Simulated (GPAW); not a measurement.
# Y L₃-edge XANES of YSi2 (P6/mmm)

Aim: the near-edge shape at the Y L₃ edge of YSi2 (P6/mmm), and what the core hole does to it.

Calculated with GPAW 26.7.0; X-ray absorption from dipole matrix elements to empty bands, plane-wave PAW LDA.

Report form: the programs' logs are mostly left out.

## Step 1: Starting point

Symmetry: P6/mmm, No. 191, hexagonal system. Conventional cell: a = 3.850 Å, b = 3.850 Å, c = 4.140 Å, α = 90.00°, β = 90.00°, γ = 120.00°. Y has 12 Si at 3.04 Å nearest. Si has 3 Si at 2.22 Å and 6 Y at 3.04 Å nearest. Farther neighbours are not listed.

## Step 2: The field without a hole

A plain self-consistent run shows whether there is a gap, which decides the set-up of the core-hole run.

File scf.py:

```python
import numpy as np
from ase import Atoms
from ase.parallel import parprint, paropen
from gpaw import GPAW, PW, FermiDirac, Mixer, MixerDif, setup_paths
from gpaw.test import gen
setup_paths.insert(0, '.')
gen('Y', name='nch2p', xcname='LDA', corehole=(2, 1, 0), write_xml=True)
from gpaw.mpi import world
world.barrier()

atoms = Atoms('YSi2',
    cell=[[3.85, 0, 0],
     [-1.925, 3.3341978, 0],
     [0, 0, 4.14]],
    scaled_positions=[[0, 0, 0],
     [0.66666667, 0.33333333, 0.5],
     [0.33333333, 0.66666667, 0.5]],
    pbc=True)
atoms.calc = calc = GPAW(legacy_gpaw=True, mode=PW(430), xc='LDA', setups={0: 'nch2p'},
    kpts={'size': (7, 7, 6), 'gamma': True}, occupations=FermiDirac(0.05),
    charge=0, mixer=Mixer(0.1, 5, 50), maxiter=150,
    convergence={'density': 0.0001}, txt='scf.txt')
energy = atoms.get_potential_energy() + calc.get_reference_energy()
ef = calc.get_fermi_level()
out = dict(energy=energy, fermi=ef, forces=atoms.get_forces().tolist())
parprint(f'all-electron energy {energy:.4f} eV, Fermi level {ef:.4f} eV')
ev = np.array([[calc.get_eigenvalues(k, s) for k in range(len(calc.get_ibz_k_points()))] for s in range(calc.get_number_of_spins())])
out['homo'], out['lumo'], out['counts'] = ev[ev < ef].max(), ev[ev > ef].min(), sorted(set((ev < ef).sum((0, 2)).tolist()))
out['filled'] = (ev[:, 0] < ef).sum(1).tolist()
import json
with paropen('out.json', 'w') as f:
    json.dump(out, f)
```

Run with:

```console
OMP_NUM_THREADS=1 mpirun -n 4 gpaw python scf.py
```

The job ended after 6.4 s (4 MPI ranks of Arm Neoverse V2, shared host; peak memory 0.17 GiB; 25 s of CPU time).

The mesh shows no gap, so the system is treated as a metal and the core electron is put at the Fermi level (neutral cell).

## Step 3: Spectrum without a core hole, Y atom 1

This cheap baseline ignores the attraction of the hole: it shows the absorber's empty states as they are in the ground state. The data set with a hole of occupation 0 only carries the core orbital.

The absorber has 12 Si at 3.04 Å (12-fold, site symmetry 6/mmm).

File xas.py:

```python
import numpy as np
from ase import Atoms
from ase.parallel import parprint, paropen
from gpaw import GPAW, PW, FermiDirac, Mixer, MixerDif, setup_paths
from gpaw.test import gen
setup_paths.insert(0, '.')
gen('Y', name='nch2p', xcname='LDA', corehole=(2, 1, 0), write_xml=True)
from gpaw.mpi import world
world.barrier()

atoms = Atoms('YSi2',
    cell=[[3.85, 0, 0],
     [-1.925, 3.3341978, 0],
     [0, 0, 4.14]],
    scaled_positions=[[0, 0, 0],
     [0.66666667, 0.33333333, 0.5],
     [0.33333333, 0.66666667, 0.5]],
    pbc=True)
atoms.calc = calc = GPAW(legacy_gpaw=True, mode=PW(430), xc='LDA', setups={0: 'nch2p'},
    kpts={'size': (10, 10, 8), 'gamma': True}, occupations=FermiDirac(0.1),
    charge=0, mixer=Mixer(0.1, 5, 50), maxiter=150,
    convergence={'density': 0.0001}, txt='scf.txt')
energy = atoms.get_potential_energy() + calc.get_reference_energy()
ef = calc.get_fermi_level()
out = dict(energy=energy, fermi=ef, forces=atoms.get_forces().tolist())
parprint(f'all-electron energy {energy:.4f} eV, Fermi level {ef:.4f} eV')
ev = np.array([[calc.get_eigenvalues(k, s) for k in range(len(calc.get_ibz_k_points()))] for s in range(calc.get_number_of_spins())])
out['homo'], out['lumo'], out['counts'] = ev[ev < ef].max(), ev[ev > ef].min(), sorted(set((ev < ef).sum((0, 2)).tolist()))
out['filled'] = (ev[:, 0] < ef).sum(1).tolist()

from ase.units import Ha
from gpaw.xas import dipole_matrix_elements
nb = int(calc.get_number_of_electrons() / 2) + 40
top = nb
nscf = calc.fixed_density(kpts={'size': (6, 6, 5), 'gamma': True},
    convergence={'eigenstates': 1.0}, txt='nscf.txt')
nscf.diagonalize_full_hamiltonian(nbands=nb)
cell = atoms.cell.array
ops = [cell.T @ U.T @ np.linalg.inv(cell.T) for U in nscf.wfs.kd.symmetry.op_scc]
E = np.arange(-25, 34, 0.1)
fwhm = np.interp(E, [4, 25], [1.5, 3.5])
Y, X, zero, highest = 0, 0, 1e9, 1e9
for spin in range(nscf.get_number_of_spins()):
    wfs = nscf.wfs
    A = dipole_matrix_elements(wfs.setups[0])
    eps = np.zeros((wfs.kd.nibzkpts, nb))
    d = np.zeros((3, A.shape[1], wfs.kd.nibzkpts, nb), complex)
    for kpt in wfs.kpt_u:
        if kpt.s == spin and 0 in kpt.P_ani:
            eps[kpt.k] = kpt.eps_n * Ha
            d[:, :, kpt.k] = (kpt.weight * wfs.nspins / 2) ** 0.5 * np.inner(A, kpt.P_ani[0])
    world.sum(eps)
    world.sum(d)
    T = np.einsum('amkn,bmkn->abkn', d, d.conj()).real
    T = sum(np.einsum('ai,ijkn,bj->abkn', R, T, R) for R in ops) / len(ops)
    empty = eps > ef
    zero, highest = min(zero, eps[empty].min()), min(highest, eps[:, top - 1].min())
    lines = [(eps, T, empty)] if spin == 0 else lines + [(eps, T, empty)]
for eps, T, empty in lines:
    f = np.einsum('aakn->akn', T).reshape(3, -1)
    x = eps.ravel() - zero
    w = np.interp(x, E, fwhm) / 2.35482
    g = np.exp(-0.5 * ((E[:, None] - x) / w) ** 2) / (w * (2 * np.pi) ** 0.5)
    Y = Y + (f * empty.ravel()) @ g.T
    X = X + (f * ~empty.ravel()) @ g.T
out.update(E=E.round(2).tolist(), xas=Y.tolist(), xes=X.tolist(), zero=zero, valid=highest - zero, nk=len(eps), nb=nb)
for i in range(0, len(E), 10):
    parprint(f'{E[i]:7.2f}', *(f'{v:10.3e}' for v in Y[:, i]))
import json
with paropen('out.json', 'w') as f:
    json.dump(out, f)
```

Run with:

```console
OMP_NUM_THREADS=1 mpirun -n 4 gpaw python xas.py
```

Wall time 52 s (4 MPI ranks); peak memory 0.33 GiB.

The Y L₃ spectrum, Y atom 1, no core hole (energy from the lowest empty level; intensity scaled to a mean of 1 over the first 20 eV; polarised curves are means over the symmetry-equivalent atoms):

| E (eV) | isotropic | ε ⊥ c | ε ∥ c |
| --- | --- | --- | --- |
| -2.0 | 0.00 | 0.00 | 0.00 |
| -1.0 | 0.03 | 0.03 | 0.03 |
| 0.0 | 0.28 | 0.27 | 0.30 |
| 1.0 | 0.74 | 0.75 | 0.73 |
| 2.0 | 1.40 | 1.40 | 1.41 |
| 3.0 | 1.97 | 1.97 | 1.95 |
| 4.0 | 2.52 | 2.58 | 2.42 |
| 5.0 | 1.72 | 1.72 | 1.72 |
| 6.0 | 1.36 | 1.33 | 1.40 |
| 7.0 | 1.28 | 1.26 | 1.32 |
| 8.0 | 1.06 | 1.06 | 1.06 |
| 9.0 | 0.95 | 0.93 | 0.99 |
| 10.0 | 0.80 | 0.77 | 0.86 |
| 11.0 | 0.62 | 0.61 | 0.66 |
| 12.0 | 0.63 | 0.64 | 0.59 |
| 13.0 | 0.66 | 0.69 | 0.61 |
| 14.0 | 0.62 | 0.63 | 0.60 |
| 15.0 | 0.56 | 0.55 | 0.56 |
| 16.0 | 0.55 | 0.55 | 0.54 |
| 17.0 | 0.62 | 0.64 | 0.58 |
| 18.0 | 0.70 | 0.72 | 0.65 |
| 19.0 | 0.67 | 0.68 | 0.65 |
| 20.0 | 0.55 | 0.55 | 0.55 |
| 21.0 | 0.46 | 0.46 | 0.47 |
| 22.0 | 0.42 | 0.42 | 0.43 |
| 23.0 | 0.40 | 0.39 | 0.42 |
| 24.0 | 0.41 | 0.40 | 0.42 |
| 25.0 | 0.46 | 0.46 | 0.46 |
| 26.0 | 0.57 | 0.56 | 0.57 |
| 27.0 | 0.70 | 0.69 | 0.73 |
| 28.0 | 0.82 | 0.80 | 0.86 |
| 29.0 | 0.88 | 0.87 | 0.91 |
| 30.0 | 0.91 | 0.90 | 0.92 |
| 31.0 | 0.91 | 0.91 | 0.92 |

Main maxima below 30 eV (height): 4.0 eV (2.52), 13.0 eV (0.66) and 18.2 eV (0.70). At an L edge the dipole rule selects empty d (and weakly s) states on the absorber, and the strong line at the onset measures the empty part of its d band.

The same matrix elements for filled bands give the Y L₃ emission of Y atom 1 (ground-state approximation; energy from the lowest empty level, largest value 1):

| E (eV) | emission |
| --- | --- |
| -24.00 | 0.00 |
| -23.25 | 0.00 |
| -22.50 | 0.00 |
| -21.75 | 0.00 |
| -21.00 | 0.00 |
| -20.25 | 0.00 |
| -19.50 | 0.00 |
| -18.75 | 0.00 |
| -18.00 | 0.00 |
| -17.25 | 0.00 |
| -16.50 | 0.00 |
| -15.75 | 0.00 |
| -15.00 | 0.00 |
| -14.25 | 0.00 |
| -13.50 | 0.00 |
| -12.75 | 0.01 |
| -12.00 | 0.02 |
| -11.25 | 0.03 |
| -10.50 | 0.04 |
| -9.75 | 0.03 |
| -9.00 | 0.04 |
| -8.25 | 0.05 |
| -7.50 | 0.05 |
| -6.75 | 0.06 |
| -6.00 | 0.12 |
| -5.25 | 0.22 |
| -4.50 | 0.31 |
| -3.75 | 0.50 |
| -3.00 | 0.74 |
| -2.25 | 0.89 |
| -1.50 | 0.98 |
| -0.75 | 0.92 |
| 0.00 | 0.47 |
| 0.75 | 0.10 |
| 1.50 | 0.01 |
| 2.25 | 0.00 |
| 3.00 | 0.00 |

Emission maxima: -1.2 eV (1.00).

## Step 4: Supercell without a hole, the energy reference

The photon energy needs a difference of total energies, so the cell and mesh of the coming hole run are first run without a hole.

scf.py, as its differences from that of step 2:

```diff
@@ -10,12 +10,27 @@
 
-atoms = Atoms('YSi2',
-    cell=[[3.85, 0, 0],
-     [-1.925, 3.3341978, 0],
-     [0, 0, 4.14]],
+atoms = Atoms('Y6Si12',
+    cell=[[5.775, -3.3341978, 0],
+     [-5.775, -3.3341978, 0],
+     [0, 0, -8.28]],
     scaled_positions=[[0, 0, 0],
+     [0.66666667, 0.33333333, 0],
+     [0, 0, 0.5],
+     [0.33333333, 0.66666667, 0],
      [0.66666667, 0.33333333, 0.5],
-     [0.33333333, 0.66666667, 0.5]],
+     [0.33333333, 0.66666667, 0.5],
+     [0, 0.66666667, 0.75],
+     [0.66666667, 0, 0.75],
+     [0, 0.66666667, 0.25],
+     [0.33333333, 0.33333333, 0.75],
+     [0.66666667, 0, 0.25],
+     [0.33333333, 0.33333333, 0.25],
+     [0.66666667, 0.66666667, 0.75],
+     [0.33333333, 0, 0.75],
+     [0.66666667, 0.66666667, 0.25],
+     [0, 0.33333333, 0.75],
+     [0.33333333, 0, 0.25],
+     [0, 0.33333333, 0.25]],
     pbc=True)
 atoms.calc = calc = GPAW(legacy_gpaw=True, mode=PW(430), xc='LDA', setups={0: 'nch2p'},
-    kpts={'size': (7, 7, 6), 'gamma': True}, occupations=FermiDirac(0.05),
+    kpts={'size': (3, 3, 2), 'gamma': True}, occupations=FermiDirac(0.1),
     charge=0, mixer=Mixer(0.1, 5, 50), maxiter=150,
```

Run with:

```console
OMP_NUM_THREADS=1 mpirun -n 4 gpaw python scf.py
```

It took 30 s on 4 MPI ranks; peak memory 0.33 GiB.

Reference energy: -646344.847 eV with the cores included.

## Step 5: Spectrum with XCH, Y atom 1

The holes are 6.7 Å apart. In GPAW the data set carries the hole's charge, so charge=0 means a charged cell and charge=-1 a neutral one. The excited electron is kept in the cell, where it fills the lowest empty states and screens the hole. After the field has converged, empty bands are computed with the density fixed and the dipole matrix elements are summed.

xas.py, as its differences from that of step 3:

```diff
@@ -6,3 +6,3 @@
 setup_paths.insert(0, '.')
-gen('Y', name='nch2p', xcname='LDA', corehole=(2, 1, 0), write_xml=True)
+gen('Y', name='fch2p', xcname='LDA', corehole=(2, 1, 1), write_xml=True)
 from gpaw.mpi import world
@@ -10,13 +10,28 @@
 
-atoms = Atoms('YSi2',
-    cell=[[3.85, 0, 0],
-     [-1.925, 3.3341978, 0],
-     [0, 0, 4.14]],
+atoms = Atoms('Y6Si12',
+    cell=[[5.775, -3.3341978, 0],
+     [-5.775, -3.3341978, 0],
+     [0, 0, -8.28]],
     scaled_positions=[[0, 0, 0],
+     [0.66666667, 0.33333333, 0],
+     [0, 0, 0.5],
+     [0.33333333, 0.66666667, 0],
      [0.66666667, 0.33333333, 0.5],
-     [0.33333333, 0.66666667, 0.5]],
+     [0.33333333, 0.66666667, 0.5],
+     [0, 0.66666667, 0.75],
+     [0.66666667, 0, 0.75],
+     [0, 0.66666667, 0.25],
+     [0.33333333, 0.33333333, 0.75],
+     [0.66666667, 0, 0.25],
+     [0.33333333, 0.33333333, 0.25],
+     [0.66666667, 0.66666667, 0.75],
+     [0.33333333, 0, 0.75],
+     [0.66666667, 0.66666667, 0.25],
+     [0, 0.33333333, 0.75],
+     [0.33333333, 0, 0.25],
+     [0, 0.33333333, 0.25]],
     pbc=True)
-atoms.calc = calc = GPAW(legacy_gpaw=True, mode=PW(430), xc='LDA', setups={0: 'nch2p'},
-    kpts={'size': (10, 10, 8), 'gamma': True}, occupations=FermiDirac(0.1),
-    charge=0, mixer=Mixer(0.1, 5, 50), maxiter=150,
+atoms.calc = calc = GPAW(legacy_gpaw=True, mode=PW(430), xc='LDA', setups={0: 'fch2p'},
+    kpts={'size': (3, 3, 2), 'gamma': True}, occupations=FermiDirac(0.1),
+    charge=-1, mixer=Mixer(0.1, 5, 50), maxiter=150,
     convergence={'density': 0.0001}, txt='scf.txt')
@@ -32,10 +47,9 @@
 from gpaw.xas import dipole_matrix_elements
-nb = int(calc.get_number_of_electrons() / 2) + 40
-top = nb
-nscf = calc.fixed_density(kpts={'size': (6, 6, 5), 'gamma': True},
-    convergence={'eigenstates': 1.0}, txt='nscf.txt')
-nscf.diagonalize_full_hamiltonian(nbands=nb)
+nb = int(calc.get_number_of_electrons() / 2) + 222
+top, nb = nb, nb + 8 + nb // 12
+nscf = calc.fixed_density(kpts={'size': (3, 3, 3), 'gamma': True}, nbands=nb,
+    convergence={'bands': top, 'eigenstates': 1e-5}, maxiter=60, txt='nscf.txt')
 cell = atoms.cell.array
 ops = [cell.T @ U.T @ np.linalg.inv(cell.T) for U in nscf.wfs.kd.symmetry.op_scc]
-E = np.arange(-25, 34, 0.1)
+E = np.arange(-6, 34, 0.1)
 fwhm = np.interp(E, [4, 25], [1.5, 3.5])
```

Run with:

```console
OMP_NUM_THREADS=1 mpirun -n 4 gpaw python xas.py
```

The job ended after 3 min (4 MPI ranks; peak memory 0.53 GiB).

The Y L₃ spectrum, Y atom 1, excited-electron core hole (neutral cell) (energy from the lowest empty level; intensity scaled to a mean of 1 over the first 20 eV; polarised curves are means over the symmetry-equivalent atoms):

| E (eV) | isotropic | ε ⊥ c | ε ∥ c |
| --- | --- | --- | --- |
| -2.0 | 0.00 | 0.00 | 0.00 |
| -1.5 | 0.01 | 0.01 | 0.00 |
| -1.0 | 0.04 | 0.05 | 0.03 |
| -0.5 | 0.22 | 0.24 | 0.16 |
| 0.0 | 0.70 | 0.75 | 0.58 |
| 0.5 | 1.58 | 1.65 | 1.46 |
| 1.0 | 2.56 | 2.58 | 2.51 |
| 1.5 | 3.08 | 3.06 | 3.11 |
| 2.0 | 3.06 | 3.06 | 3.07 |
| 2.5 | 2.84 | 2.90 | 2.72 |
| 3.0 | 2.58 | 2.67 | 2.41 |
| 3.5 | 2.14 | 2.15 | 2.11 |
| 4.0 | 1.60 | 1.55 | 1.70 |
| 4.5 | 1.19 | 1.14 | 1.30 |
| 5.0 | 1.00 | 0.97 | 1.08 |
| 5.5 | 0.97 | 0.94 | 1.03 |
| 6.0 | 0.94 | 0.92 | 0.98 |
| 6.5 | 0.87 | 0.86 | 0.90 |
| 7.0 | 0.82 | 0.80 | 0.85 |
| 7.5 | 0.79 | 0.77 | 0.83 |
| 8.0 | 0.75 | 0.73 | 0.78 |
| 8.5 | 0.68 | 0.68 | 0.69 |
| 9.0 | 0.61 | 0.61 | 0.61 |
| 9.5 | 0.56 | 0.55 | 0.56 |
| 10.0 | 0.52 | 0.51 | 0.53 |
| 10.5 | 0.50 | 0.50 | 0.52 |
| 11.0 | 0.50 | 0.50 | 0.50 |
| 11.5 | 0.50 | 0.51 | 0.48 |
| 12.0 | 0.51 | 0.53 | 0.47 |
| 12.5 | 0.53 | 0.56 | 0.48 |
| 13.0 | 0.55 | 0.57 | 0.50 |
| 13.5 | 0.54 | 0.55 | 0.51 |
| 14.0 | 0.51 | 0.51 | 0.50 |
| 14.5 | 0.48 | 0.47 | 0.49 |
| 15.0 | 0.46 | 0.46 | 0.47 |
| 15.5 | 0.47 | 0.48 | 0.47 |
| 16.0 | 0.50 | 0.51 | 0.47 |
| 16.5 | 0.54 | 0.56 | 0.49 |
| 17.0 | 0.58 | 0.60 | 0.53 |
| 17.5 | 0.61 | 0.62 | 0.57 |
| 18.0 | 0.62 | 0.62 | 0.60 |
| 18.5 | 0.60 | 0.60 | 0.59 |
| 19.0 | 0.56 | 0.55 | 0.56 |
| 19.5 | 0.50 | 0.50 | 0.51 |
| 20.0 | 0.45 | 0.44 | 0.46 |
| 20.5 | 0.41 | 0.41 | 0.42 |
| 21.0 | 0.39 | 0.38 | 0.39 |
| 21.5 | 0.38 | 0.38 | 0.37 |
| 22.0 | 0.38 | 0.38 | 0.38 |
| 22.5 | 0.39 | 0.39 | 0.39 |
| 23.0 | 0.40 | 0.39 | 0.41 |
| 23.5 | 0.41 | 0.40 | 0.43 |
| 24.0 | 0.43 | 0.42 | 0.45 |
| 24.5 | 0.46 | 0.45 | 0.48 |
| 25.0 | 0.50 | 0.49 | 0.52 |
| 25.5 | 0.55 | 0.54 | 0.58 |
| 26.0 | 0.62 | 0.60 | 0.64 |
| 26.5 | 0.68 | 0.67 | 0.72 |
| 27.0 | 0.75 | 0.73 | 0.79 |
| 27.5 | 0.80 | 0.78 | 0.84 |
| 28.0 | 0.84 | 0.83 | 0.87 |
| 28.5 | 0.86 | 0.85 | 0.88 |
| 29.0 | 0.87 | 0.86 | 0.88 |
| 29.5 | 0.86 | 0.86 | 0.87 |
| 30.0 | 0.84 | 0.84 | 0.85 |
| 30.5 | 0.81 | 0.81 | 0.82 |
| 31.0 | 0.78 | 0.78 | 0.79 |

Main maxima below 30 eV (height): 1.8 eV (3.12), 18.0 eV (0.62) and 29.0 eV (0.87). 

## Step 6: Spectrum with FCH, Y atom 1

The holes are 6.7 Å apart. In GPAW the data set carries the hole's charge, so charge=0 means a charged cell and charge=-1 a neutral one. The excited electron is left out and a uniform background balances the charge. After the field has converged, empty bands are computed with the density fixed and the dipole matrix elements are summed.

Changed against the first core-hole run: core hole to FCH.

xas.py, as its differences from that of step 5:

```diff
@@ -35,3 +35,3 @@
     kpts={'size': (3, 3, 2), 'gamma': True}, occupations=FermiDirac(0.1),
-    charge=-1, mixer=Mixer(0.1, 5, 50), maxiter=150,
+    charge=0, mixer=Mixer(0.1, 5, 50), maxiter=150,
     convergence={'density': 0.0001}, txt='scf.txt')
```

It took 2.8 min on 4 MPI ranks; peak memory 0.53 GiB; 11 min of CPU time.

| E (eV) | first run | this run |
| --- | --- | --- |
| -2.0 | 0.00 | 0.00 |
| -1.0 | 0.04 | 0.04 |
| 0.0 | 0.70 | 0.53 |
| 1.0 | 2.56 | 2.18 |
| 2.0 | 3.06 | 3.14 |
| 3.0 | 2.58 | 2.69 |
| 4.0 | 1.60 | 1.83 |
| 5.0 | 1.00 | 1.05 |
| 6.0 | 0.94 | 0.95 |
| 7.0 | 0.82 | 0.83 |
| 8.0 | 0.75 | 0.76 |
| 9.0 | 0.61 | 0.63 |
| 10.0 | 0.52 | 0.53 |
| 11.0 | 0.50 | 0.49 |
| 12.0 | 0.51 | 0.50 |
| 13.0 | 0.55 | 0.53 |
| 14.0 | 0.51 | 0.52 |
| 15.0 | 0.46 | 0.46 |
| 16.0 | 0.50 | 0.48 |
| 17.0 | 0.58 | 0.55 |
| 18.0 | 0.62 | 0.61 |
| 19.0 | 0.56 | 0.57 |
| 20.0 | 0.45 | 0.47 |
| 21.0 | 0.39 | 0.39 |
| 22.0 | 0.38 | 0.37 |
| 23.0 | 0.40 | 0.39 |
| 24.0 | 0.43 | 0.42 |
| 25.0 | 0.50 | 0.48 |
| 26.0 | 0.62 | 0.58 |
| 27.0 | 0.75 | 0.71 |
| 28.0 | 0.84 | 0.82 |
| 29.0 | 0.87 | 0.86 |
| 30.0 | 0.84 | 0.85 |
| 31.0 | 0.78 | 0.79 |

The scaled spectrum changes by 8 % r.m.s. The highest intensity below 24 eV goes from 1.8 eV (3.12) to 2.0 eV (3.14).

The photon energy of the zero moves by -0.05 eV.

[end of part 1 of 2]

[Logs are printed without paths, hosts, clocks, repeated set-up lines and the standing remarks that a program may print on its own settings, such as how far it seeks lower states.]

[Hosts, paths, dates, database ids (printed as entryN), source tags and the programs' standing remarks are cut or masked in the printed files.]

[Lists of maxima count a maximum above −3 eV only where it reaches 4 % of the highest in the window and stands out from its surroundings by 2 % of it (1.5 % where it reaches 55 %); shoulders and weaker maxima are passed over, and of the rest the first, up to two pre-edge ones and the few strongest are named.]
